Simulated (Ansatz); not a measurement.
# How fast states decay through Bi2ClO2F

Wanted: the relaxed cell of Bi2ClO2F, its band edges and its decay constants. It is built by putting F for part of the Cl in the BiClO structure of space group P4/nmm, with the volume rescaled by atomic radii. The parent structure comes from the Materials Project.

Calculated with Ansatz 0.2.0; LDA DFT, plane waves, PAW files, in the first sound run; inputs show where later runs differ.

The structure was built from a prototype and need not be the compound's stable phase.

## (1) Starting point

The structure is tetragonal, space group P4mm (No. 99). Conventional cell: a = 3.751 Å, b = 3.751 Å, c = 7.219 Å, α = 90.00°, β = 90.00°, γ = 90.00°. Bi has 4 O at 2.23 Å and 4 Cl at 2.95 Å nearest. Bi has 4 O at 2.23 Å nearest. Nearest to Cl lie 4 Bi at 2.95 Å. Nearest to F lie 4 Bi at 2.95 Å. Nearest to O lie 4 Bi at 2.23 Å. It derives from BiClO. F for part of the Cl in the BiClO structure of space group P4/nmm. Farther neighbours and most contacts between anions are not listed.

As a file:

```cif
data_structure
_symmetry_space_group_name_H-M 'P 1'
_symmetry_Int_Tables_number 1
_cell_length_a 3.7508
_cell_length_b 3.7508
_cell_length_c 7.2187
_cell_angle_alpha 90.000
_cell_angle_beta 90.000
_cell_angle_gamma 90.000
_cell_volume 101.56
loop_
_atom_site_label
_atom_site_type_symbol
_atom_site_fract_x
_atom_site_fract_y
_atom_site_fract_z
_atom_site_occupancy
Bi1 Bi 0.00000 0.50000 0.83230 1
Bi2 Bi 0.50000 0.00000 0.16770 1
Cl3 Cl 0.50000 0.00000 0.65358 1
F4 F 0.00000 0.50000 0.34642 1
O5 O 0.00000 0.00000 0.00000 1
O6 O 0.50000 0.50000 0.00000 1
```

## (2) Relaxing the new crystal

The substituted atoms don't fit the parent's cell, so cell and atoms relax together. A small smearing keeps the run stable in case the gap closes on the way.

The input, input.yaml:

```yaml
crystal:
  lattice:
    - [3.7507791425, 0.0, 0.0]
    - [0.0, 3.7507791425, 0.0]
    - [0.0, 0.0, 7.218708557]
  atoms:
    - { symbol: Bi, position: [0.0, 0.5, 0.83230267] }
    - { symbol: Bi, position: [0.5, 0.0, 0.16769733] }
    - { symbol: Cl, position: [0.5, 0.0, 0.65357837] }
    - { symbol: F, position: [0.0, 0.5, 0.34642163] }
    - { symbol: O, position: [0.0, 0.0, 0.0] }
    - { symbol: O, position: [0.5, 0.5, 0.0] }
kpoints:
  mp_grid: { grid: [6, 6, 4] }
scf:
  occupations: { method: gaussian, width: 0.03 }
hamiltonian:
  xc: lda
output:
  forces: true
  stress: true
relax:
  f_tol: 0.02
  max_steps: 60
  cell: {}
```

Launch:

```
$ ansatz run input.yaml --threads 2 --pin off --max-ram 4096MiB --backend cpu --events-out ev --progress --plain --runs-dir out
```

Numbers of over 12 decimals in the logs are rounded to 6 here.

Log:

```text
Engine: ansatz 0.2.0, aarch64-unknown-linux-gnu
Pseudopotentials: kind: paw
Pseudopotential: Bi, paw, valence charge 15, recommended cutoff 420 eV (normal), Bi.paw.azcp
Pseudopotential: Cl, paw, valence charge 7, recommended cutoff 420 eV (normal), Cl.paw.azcp
Pseudopotential: F, paw, valence charge 7, recommended cutoff 420 eV (normal), F.paw.azcp
Pseudopotential: O, paw, valence charge 6, recommended cutoff 420 eV (normal), O.paw.azcp
Functional definition: SPW92
  exchange = slater_x
  correlation = pw_c
Crystal: 6 atoms, lattice volume = 101.555 Å³
Basis set: ecut = 420 eV, 1993 PW (Γ)
Bands: 34, of which v1, the nominal top of the filled ones, is band 28 counted from 1 (27 counted from 0)
Symmetry: 8 space group operations
Space group: P4mm (ITA 99), of the structure as read, at distance tolerance 4.7e-5 Å
k-points: 30 of 144 (time reversal used)
Non-local potential: Bi, projectors of the file, l = 0: 2, l = 1: 2, l = 2: 2, l = 3: 2
Non-local potential: Cl, projectors of the file, l = 0: 2, l = 1: 2, l = 2: 2
Non-local potential: F, projectors of the file, l = 0: 2, l = 1: 2, l = 2: 1
Non-local potential: O, projectors of the file, l = 0: 2, l = 1: 2, l = 2: 1
PAW form: soft (Blöchl's): semilocal exchange-correlation on the pseudo side does not see the compensation charge
PAW frozen core: Bi, regenerated for the run's functional, and the local potential with it (the file was generated under x = pbe(κ = 0.804, μ = 0.219515), c = pbe(β = 0.066725))
PAW frozen core: Cl, regenerated for the run's functional, and the local potential with it (the file was generated under x = pbe(κ = 0.804, μ = 0.219515), c = pbe(β = 0.066725))
PAW frozen core: F, regenerated for the run's functional, and the local potential with it (the file was generated under x = pbe(κ = 0.804, μ = 0.219515), c = pbe(β = 0.066725))
PAW frozen core: O, regenerated for the run's functional, and the local potential with it (the file was generated under x = pbe(κ = 0.804, μ = 0.219515), c = pbe(β = 0.066725))
PAW one-centre angular grid: Bi, 590 points (default); XC on 64 Gauss nodes
PAW one-centre angular grid: Cl, 110 points (default); XC on 64 Gauss nodes
PAW one-centre angular grid: F, 110 points (default); XC on 64 Gauss nodes
PAW one-centre angular grid: O, 110 points (default); XC on 64 Gauss nodes
Initial density: superposition of atomic densities (neutral atoms: chi_scale 0, normalization atom), corrected by the library's trained network
Initial wavefunctions: pseudopotential atomic-orbital guess
Functional: x = slater, c = lda
SCF iter   1: F=—  HF=-27121.014372 eV  |F-HF|=—  |Δ(HF+E_count)|=         —  Δρ=1.55e-2  dr2=2.15e-1  ethr=1.77e-3  ⟨swp⟩=7.0  Hψ=4383  notcnv=0
preconditioner: auto → Resta (q_TF=auto, 2.471 Å⁻¹)  ε∞=3.6  [insulator: Δε(μ)=2.420 eV  Ē_g=17.249 eV  σ=0.030 eV  W_gap=1.00  n_scr=28 (ndim 8)  ℏωp=27.6 eV  f_vac=0.054  D(μ)=0.00/eV (n_scr^D=0)  ε∞_Penn≈3.6]
SCF iter   2: F=—  HF=-27120.967786 eV  |F-HF|=—  |Δ(HF+E_count)|=   4.66e-2  Δρ=6.27e-3  dr2=2.44e-2  ethr=3.84e-4  ⟨swp⟩=2.0  Hψ=1926  notcnv=0  defer=51
SCF iter   3: F=—  HF=-27120.962105 eV  |F-HF|=—  |Δ(HF+E_count)|=   5.68e-3  Δρ=2.08e-3  dr2=3.23e-3  ethr=4.35e-5  ⟨swp⟩=2.0  Hψ=1637  notcnv=0  defer=51
SCF iter   4: F=—  HF=-27120.961285 eV  |F-HF|=—  |Δ(HF+E_count)|=   8.20e-4  Δρ=5.66e-4  dr2=2.68e-4  ethr=5.78e-6  ⟨swp⟩=2.0  Hψ=1810  notcnv=0  defer=51
SCF iter   5: F=—  HF=-27120.961254 eV  |F-HF|=—  |Δ(HF+E_count)|=   3.15e-5  Δρ=2.74e-4  dr2=6.44e-5  ethr=4.79e-7  ⟨swp⟩=2.0  Hψ=1323  notcnv=0  defer=51
SCF iter   6: F=—  HF=-27120.961245 eV  |F-HF|=—  |Δ(HF+E_count)|=   8.68e-6  Δρ=8.16e-5  dr2=7.21e-6  ethr=1.15e-7  ⟨swp⟩=2.0  Hψ=1504  notcnv=0  defer=51
SCF iter   7: F=—  HF=-27120.961245 eV  |F-HF|=—  |Δ(HF+E_count)|=   1.30e-7  Δρ=2.21e-5  dr2=6.56e-7  ethr=1.29e-8  ⟨swp⟩=2.0  Hψ=1099  notcnv=0  defer=51
SCF iter   8: F=-27120.961245 eV  HF=-27120.961245 eV  |F-HF|=4.73e-9  |Δ(HF+E_count)|=   1.81e-7  Δρ=3.50e-6  dr2=1.84e-8  ethr=1.79e-10  ⟨swp⟩=5.0  Hψ=3964  notcnv=0
SCF 1 converged in 8 iterations: F = -27120.961245 eV  dr2 = 1.84e-8
  greatest PAW one-centre occupation: 0.992 electrons in one spin orbital (limit 2), on the Bi atom at site 1 (counted from 0), in its partial waves of l = 2
relax step   1: F+E_penalty+E_count = -27120.96124528 eV  Δ(F+E_penalty+E_count) = +0.000e0 eV  max|allowed force component| = 2.369e0 eV/Å  Δτ_max = 0.0000 Å  P = +2.493 GPa  Ω = 101.555 Å³  (8 SCF iters, dr2 threshold 1.00e-7 eV, accepted)
Crystal: 6 atoms, lattice volume = 99.561 Å³
Basis set: ecut = 420 eV, 1959 PW (Γ)
Initial density: handed on by an earlier stage of this run
Initial wavefunctions: those handed on with the density
iter 1 solved again at ethr=7.84e-4 eV; its pass at ethr=3.10e-3 eV (dr2=4.39e-1 eV) is discarded
SCF iter   1: F=—  HF=-27121.513047 eV  |F-HF|=—  |Δ(HF+E_count)|=         —  Δρ=2.53e-2  dr2=4.43e-1  ethr=7.84e-4  ⟨swp⟩=1.0  Hψ=5239  notcnv=0
preconditioner: auto → Resta (q_TF=auto, 2.479 Å⁻¹)  ε∞=3.7  [insulator: Δε(μ)=3.242 eV  Ē_g=17.042 eV  σ=0.030 eV  W_gap=1.00  n_scr=28 (ndim 8)  ℏωp=27.8 eV  f_vac=0.025  D(μ)=0.00/eV (n_scr^D=0)  ε∞_Penn≈3.7]
SCF iter   2: F=—  HF=-27121.391684 eV  |F-HF|=—  |Δ(HF+E_count)|=   1.21e-1  Δρ=1.08e-2  dr2=7.23e-2  ethr=7.84e-4  ⟨swp⟩=2.0  Hψ=1741  notcnv=0
SCF iter   3: F=—  HF=-27121.372176 eV  |F-HF|=—  |Δ(HF+E_count)|=   1.95e-2  Δρ=5.16e-3  dr2=1.66e-2  ethr=1.29e-4  ⟨swp⟩=2.0  Hψ=1882  notcnv=0  defer=34
SCF iter   4: F=—  HF=-27121.368021 eV  |F-HF|=—  |Δ(HF+E_count)|=   4.15e-3  Δρ=1.34e-3  dr2=2.13e-3  ethr=2.97e-5  ⟨swp⟩=2.0  Hψ=1660  notcnv=0  defer=44
SCF iter   5: F=—  HF=-27121.367942 eV  |F-HF|=—  |Δ(HF+E_count)|=   7.97e-5  Δρ=1.27e-3  dr2=1.14e-3  ethr=3.81e-6  ⟨swp⟩=2.0  Hψ=1575  notcnv=0  defer=45
SCF iter   6: F=—  HF=-27121.367709 eV  |F-HF|=—  |Δ(HF+E_count)|=   2.32e-4  Δρ=1.97e-4  dr2=3.23e-5  ethr=2.04e-6  ⟨swp⟩=2.0  Hψ=1493  notcnv=0  defer=45
SCF iter   7: F=—  HF=-27121.367709 eV  |F-HF|=—  |Δ(HF+E_count)|=   5.81e-7  Δρ=5.19e-5  dr2=2.37e-6  ethr=5.77e-8  ⟨swp⟩=2.2  Hψ=1255  notcnv=0  defer=45
SCF iter   8: F=-27121.367710 eV  HF=-27121.367710 eV  |F-HF|=6.75e-9  |Δ(HF+E_count)|=   8.44e-7  Δρ=1.04e-5  dr2=1.10e-7  ethr=1.07e-9  ⟨swp⟩=5.0  Hψ=3973  notcnv=0
SCF 2 converged in 8 iterations: F = -27121.367710 eV  dr2 = 1.10e-7
  greatest PAW one-centre occupation: 0.991 electrons in one spin orbital (limit 2), on the Bi atom at site 1 (counted from 0), in its partial waves of l = 2
relax step   2: F+E_penalty+E_count = -27121.36770960 eV  Δ(F+E_penalty+E_count) = -4.065e-1 eV  max|allowed force component| = 1.410e0 eV/Å  Δτ_max = 0.1946 Å  P = -2.468 GPa  Ω = 99.561 Å³  energy of the carried Pulay correction = +6.916e-3 eV  (8 SCF iters, dr2 threshold 6.00e-7 eV, accepted)
Crystal: 6 atoms, lattice volume = 99.628 Å³
iter 1 solved again at ethr=1.46e-4 eV; its pass at ethr=3.10e-3 eV (dr2=8.19e-2 eV) is discarded
SCF iter   1: F=—  HF=-27121.497910 eV  |F-HF|=—  |Δ(HF+E_count)|=         —  Δρ=1.19e-2  dr2=8.21e-2  ethr=1.46e-4  ⟨swp⟩=1.5  Hψ=5237  notcnv=0
preconditioner: auto → Resta (q_TF=auto, 2.479 Å⁻¹)  ε∞=3.6  [insulator: Δε(μ)=3.157 eV  Ē_g=17.163 eV  σ=0.030 eV  W_gap=1.00  n_scr=28 (ndim 8)  ℏωp=27.8 eV  f_vac=0.047  D(μ)=0.00/eV (n_scr^D=0)  ε∞_Penn≈3.6]
SCF iter   2: F=—  HF=-27121.470070 eV  |F-HF|=—  |Δ(HF+E_count)|=   2.78e-2  Δρ=5.20e-3  dr2=1.62e-2  ethr=1.46e-4  ⟨swp⟩=2.0  Hψ=1740  notcnv=0
SCF iter   3: F=—  HF=-27121.464406 eV  |F-HF|=—  |Δ(HF+E_count)|=   5.66e-3  Δρ=1.93e-3  dr2=2.55e-3  ethr=2.90e-5  ⟨swp⟩=2.0  Hψ=1738  notcnv=0
SCF iter   4: F=—  HF=-27121.463879 eV  |F-HF|=—  |Δ(HF+E_count)|=   5.27e-4  Δρ=5.97e-4  dr2=2.00e-4  ethr=4.55e-6  ⟨swp⟩=2.0  Hψ=1636  notcnv=0
SCF iter   5: F=—  HF=-27121.463866 eV  |F-HF|=—  |Δ(HF+E_count)|=   1.26e-5  Δρ=1.10e-4  dr2=1.15e-5  ethr=3.56e-7  ⟨swp⟩=2.0  Hψ=1517  notcnv=0
SCF iter   6: F=—  HF=-27121.463866 eV  |F-HF|=—  |Δ(HF+E_count)|=   8.42e-7  Δρ=5.11e-5  dr2=2.46e-6  ethr=2.06e-8  ⟨swp⟩=2.0  Hψ=1454  notcnv=0
SCF iter   7: F=—  HF=-27121.463866 eV  |F-HF|=—  |Δ(HF+E_count)|=   1.15e-7  Δρ=3.98e-5  dr2=1.42e-6  ethr=1.07e-9  ⟨swp⟩=5.0  Hψ=3829  notcnv=0
SCF iter   8: F=-27121.463865 eV  HF=-27121.463865 eV  |F-HF|=8.63e-8  |Δ(HF+E_count)|=   2.10e-7  Δρ=1.12e-5  dr2=1.22e-7  ethr=1.07e-9  ⟨swp⟩=2.9  Hψ=3520  notcnv=0
SCF 3 converged in 8 iterations: F = -27121.463865 eV  dr2 = 1.22e-7
relax step   3: F+E_penalty+E_count = -27121.46386539 eV  Δ(F+E_penalty+E_count) = -9.616e-2 eV  max|allowed force component| = 6.606e-1 eV/Å  Δτ_max = 0.1105 Å  P = -1.194 GPa  Ω = 99.628 Å³  energy of the carried Pulay correction = +6.681e-3 eV  (8 SCF iters, dr2 threshold 6.00e-7 eV, accepted)
[...]
relax step   4: F+E_penalty+E_count = -27121.48940348 eV  Δ(F+E_penalty+E_count) = -2.554e-2 eV  max|allowed force component| = 2.279e-1 eV/Å  Δτ_max = 0.0434 Å  P = +0.144 GPa  Ω = 99.023 Å³  energy of the carried Pulay correction = +8.806e-3 eV  (7 SCF iters, dr2 threshold 6.00e-7 eV, accepted)
[...]
relax step   5: F+E_penalty+E_count = -27121.49172670 eV  Δ(F+E_penalty+E_count) = -2.323e-3 eV  max|allowed force component| = 1.056e-1 eV/Å  Δτ_max = 0.0288 Å  P = -0.011 GPa  Ω = 99.470 Å³  energy of the carried Pulay correction = +7.237e-3 eV  (7 SCF iters, dr2 threshold 6.00e-7 eV, accepted)
[...]
relax step   6: F+E_penalty+E_count = -27121.49256953 eV  Δ(F+E_penalty+E_count) = -8.428e-4 eV  max|allowed force component| = 1.944e-2 eV/Å  Δτ_max = 0.0159 Å  P = -0.002 GPa  Ω = 99.504 Å³  energy of the carried Pulay correction = +7.116e-3 eV  (6 SCF iters, dr2 threshold 6.00e-7 eV, accepted)
[...]
relax step   7: F+E_penalty+E_count = -27121.49279146 eV  Δ(F+E_penalty+E_count) = -2.219e-4 eV  max|allowed force component| = 8.813e-4 eV/Å  Δτ_max = 0.0029 Å  P = -0.002 GPa  Ω = 99.464 Å³  energy of the carried Pulay correction = +7.258e-3 eV  (6 SCF iters, dr2 threshold 1.18e-8 eV, accepted)
[...]
relax step   8: F+E_penalty+E_count = -27121.48683992 eV  Δ(F+E_penalty+E_count) = +5.952e-3 eV  max|allowed force component| = 1.562e-3 eV/Å  Δτ_max = 0.0000 Å  P = -0.111 GPa  Ω = 99.464 Å³  stress off target by 1.69e-1 GPa  SCF on the basis re-selected at this cell (its energy is not comparable with the rows above)  (6 SCF iters)
[...]
relax step   9: F+E_penalty+E_count = -27121.48748930 eV  Δ(F+E_penalty+E_count) = -6.494e-4 eV  max|allowed force component| = 5.316e-3 eV/Å  Δτ_max = 0.0022 Å  P = -0.010 GPa  Ω = 99.303 Å³  energy of the carried Pulay correction = +5.452e-4 eV  (6 SCF iters, dr2 threshold 7.14e-8 eV, accepted)
iter 1 solved again at ethr=9.05e-8 eV; its pass at ethr=3.10e-3 eV (dr2=5.07e-5 eV) is discarded
SCF iter   1: F=—  HF=-27121.486819 eV  |F-HF|=—  |Δ(HF+E_count)|=         —  Δρ=2.10e-5  dr2=7.60e-8  ethr=9.05e-8  ⟨swp⟩=3.9  Hψ=7730  notcnv=0
preconditioner: auto → Resta (q_TF=auto, 2.480 Å⁻¹)  ε∞=3.6  [insulator: Δε(μ)=3.072 eV  Ē_g=17.247 eV  σ=0.030 eV  W_gap=1.00  n_scr=28 (ndim 8)  ℏωp=27.9 eV  f_vac=0.054  D(μ)=0.00/eV (n_scr^D=0)  ε∞_Penn≈3.6]
SCF iter   2: F=—  HF=-27121.486825 eV  |F-HF|=—  |Δ(HF+E_count)|=   5.85e-6  Δρ=9.75e-6  dr2=2.86e-8  ethr=1.36e-10  ⟨swp⟩=2.7  Hψ=1972  notcnv=0
SCF iter   3: F=—  HF=-27121.486825 eV  |F-HF|=—  |Δ(HF+E_count)|=   1.32e-9  Δρ=5.00e-6  dr2=4.18e-9  ethr=5.11e-11  ⟨swp⟩=2.0  Hψ=1316  notcnv=0
SCF iter   4: F=—  HF=-27121.486825 eV  |F-HF|=—  |Δ(HF+E_count)|=   1.24e-9  Δρ=6.35e-7  dr2=3.50e-10  ethr=7.46e-12  ⟨swp⟩=2.0  Hψ=1540  notcnv=0
SCF iter   5: F=—  HF=-27121.486825 eV  |F-HF|=—  |Δ(HF+E_count)|=  3.27e-11  Δρ=2.45e-7  dr2=7.23e-11  ethr=1.00e-12  ⟨swp⟩=5.0  Hψ=3795  notcnv=0
SCF iter   6: F=-27121.486825 eV  HF=-27121.486825 eV  |F-HF|=3.64e-12  |Δ(HF+E_count)|=  1.46e-11  Δρ=8.69e-8  dr2=9.25e-12  ethr=1.00e-12  ⟨swp⟩=4.1  Hψ=3239  notcnv=0
SCF 10 converged in 6 iterations: F = -27121.486825 eV  dr2 = 9.25e-12
relax step  10: F+E_penalty+E_count = -27121.48682527 eV  Δ(F+E_penalty+E_count) = +6.640e-4 eV  max|allowed force component| = 5.373e-3 eV/Å  Δτ_max = 0.0000 Å  P = -0.014 GPa  Ω = 99.303 Å³  stress off target by 3.77e-2 GPa  SCF on the basis re-selected at this cell (its energy is not comparable with the rows above)  (6 SCF iters)
basis re-selected at this cell: Δ(F+E_penalty+E_count) = +6.640e-4 eV, ΔP = -0.004 GPa vs the last step (what re-selecting the basis moved, of the pressure what is left beyond the Pulay correction that the steps carried, after the strain that the cell walked since its last selection, with what the two solves' SCF thresholds leave and, on support functions, any second-order correction that the steps lacked; it is no m [...]
SCF converged after 6 iterations
Free energy (F): -27121.486825 eV
Harris-Foulkes:  -27121.486825 eV  (|F-HF|=3.64e-12)
Internal energy: -27121.486825 eV  (E = F + TS)
E sigma→0 (E₀):  -27121.486825 eV
Fermi energy:    9.523247 eV
--- Per-component energies (eV) ---
  E_band       = -209.861254
  E_kinetic    = 1320.947432
  E_local      = -5059.109722  (includes V_loc(G=0)·N_el)
  E_nonlocal   = 1342.893743
  E_hartree    = 1802.769333
  E_xc         = -633.080342
  E_vxc        = -701.968354  (∫ρ·V_xc dr)
  E_paw        = -21812.587317  (= ΣΔE_a)
  E_vpaw       = -718.169122  (= ΣTr[D̂ρ^β])
  E_aug_tail   = 0.006169  (compensation charges beyond the density's cutoff)
  E_ewald      = -4083.813937
  E_core_change = 0.487817  (= ΣΔE_core)
  E_smearing   = -0.000000  (= −TS)
  E_closure    = -0.000000  (closes the sum)
  Σ components = -27121.486825   (vs F -27121.486825, Δ=0.00e0)
--- Forces (eV/Å), atoms counted from 1 ---
  atom   1  Bi     0.00000000    -0.00000000     0.00357382
  atom   2  Bi     0.00000000     0.00000000     0.00537010
  atom   3  Cl     0.00000000     0.00000000    -0.00383127
  atom   4  F     -0.00000000    -0.00000000     0.00478001
  atom   5  O     -0.00000000     0.00000000    -0.00495574
  atom   6  O      0.00000000    -0.00000000    -0.00495574
  max |Σ_I F_I| component: 1.88e-5 eV/Å
--- Stress (GPa, compression-positive) ---
       -0.001718       0.000000       0.000000
        0.000000      -0.001718       0.000000
        0.000000       0.000000      -0.037650
  P = ⅓ Tr σ = -0.0137 GPa (-0.137 kbar)
--- Relaxed structure (8 steps of the walk, 8 accepted, 2 SCFs on fresh bases) ---
  F+E_penalty+E_count = -27121.48682527 eV   max|allowed force component| = 5.373e-3 eV/Å   (the final SCF, on the basis selected at the relaxed cell)
  cell:  # Å, volume = 99.3031 Å³
    - [3.743676, 0, 0]
    - [0, 3.743676, 0.0]
    - [0, 0.0, 7.085430]
  atoms:
    - { symbol: Bi, position: [0, 0.5, 0.838040] }
    - { symbol: Bi, position: [0.5, 0, 0.198561] }
    - { symbol: Cl, position: [0.5, 0, 0.636255] }
    - { symbol: F, position: [0, 0.5, 0.299363] }
    - { symbol: O, position: [0, 0, 0.013891] }
    - { symbol: O, position: [0.5, 0.5, 0.013891] }
```

The job ended after 42 s (2 threads of Arm Neoverse V2, shared host; peak memory 0.38 GiB).

Relaxation path:

```tsv
step	energy less that of the first step (eV)	largest force component (eV/Å)	pressure (GPa)	volume (Å³)
1	0.0000	2.3686	2.49	101.56
2	-0.4065	1.4103	-2.47	99.56
3	-0.5026	0.6606	-1.19	99.63
4	-0.5282	0.2279	0.14	99.02
5	-0.5305	0.1056	-0.01	99.47
6	-0.5313	0.0194	0.00	99.50
7	-0.5315	0.0009	0.00	99.46
8*	-0.5256	0.0016	-0.11	99.46
9	-0.5262	0.0053	-0.01	99.30
10*	-0.5256	0.0054	-0.01	99.30
```

Relaxation steps marked * repeat the geometry before them on a plane-wave basis chosen anew for their cell, so energy and pressure can jump there.

Forces are held to the 8 operations that the run works with; a distortion that breaks them can't arise in this run.

```tsv
conventional cell, symmetrised	before	after	change
a (Å)	3.751	3.744	-0.2 %
b (Å)	3.751	3.744	-0.2 %
c (Å)	7.219	7.085	-1.8 %
volume (Å³/atom)	16.93	16.55	-2.2 %
```

The atoms that moved most (Å, as changes of fractional coordinates times the final cell):

```tsv
atom	dx	dy	dz	length
F4	0.000	0.000	-0.333	0.333
Bi2	0.000	0.000	0.219	0.219
Cl3	0.000	0.000	-0.123	0.123
O5	0.000	0.000	0.098	0.098
O6	0.000	0.000	0.098	0.098
Bi1	0.000	0.000	0.041	0.041
```

The relaxed structure:

```cif
data_structure
_symmetry_space_group_name_H-M 'P 1'
_symmetry_Int_Tables_number 1
_cell_length_a 3.7437
_cell_length_b 3.7437
_cell_length_c 7.0854
_cell_angle_alpha 90.000
_cell_angle_beta 90.000
_cell_angle_gamma 90.000
_cell_volume 99.30
loop_
_atom_site_label
_atom_site_type_symbol
_atom_site_fract_x
_atom_site_fract_y
_atom_site_fract_z
_atom_site_occupancy
Bi1 Bi 0.00000 0.50000 0.83804 1
Bi2 Bi 0.50000 0.00000 0.19856 1
Cl3 Cl 0.50000 0.00000 0.63625 1
F4 F 0.00000 0.50000 0.29936 1
O5 O 0.00000 0.00000 0.01389 1
O6 O 0.50000 0.50000 0.01389 1
```

This step gave:

* free energy: -27121.4868 eV
* Fermi energy: 9.523 eV
* pressure: -0.01370 GPa

The largest force component on a free atom ends at 0.0054 eV/Å.

(Part 1 of 4 ends here.)

[Logs are printed without paths, hosts, clocks, repeated set-up lines and the standing remarks that a program may print on its own settings, such as how far it seeks lower states.]

[Hosts, paths, dates, database ids (printed as entryN), source tags and the programs' standing remarks are cut or masked in the printed files.]
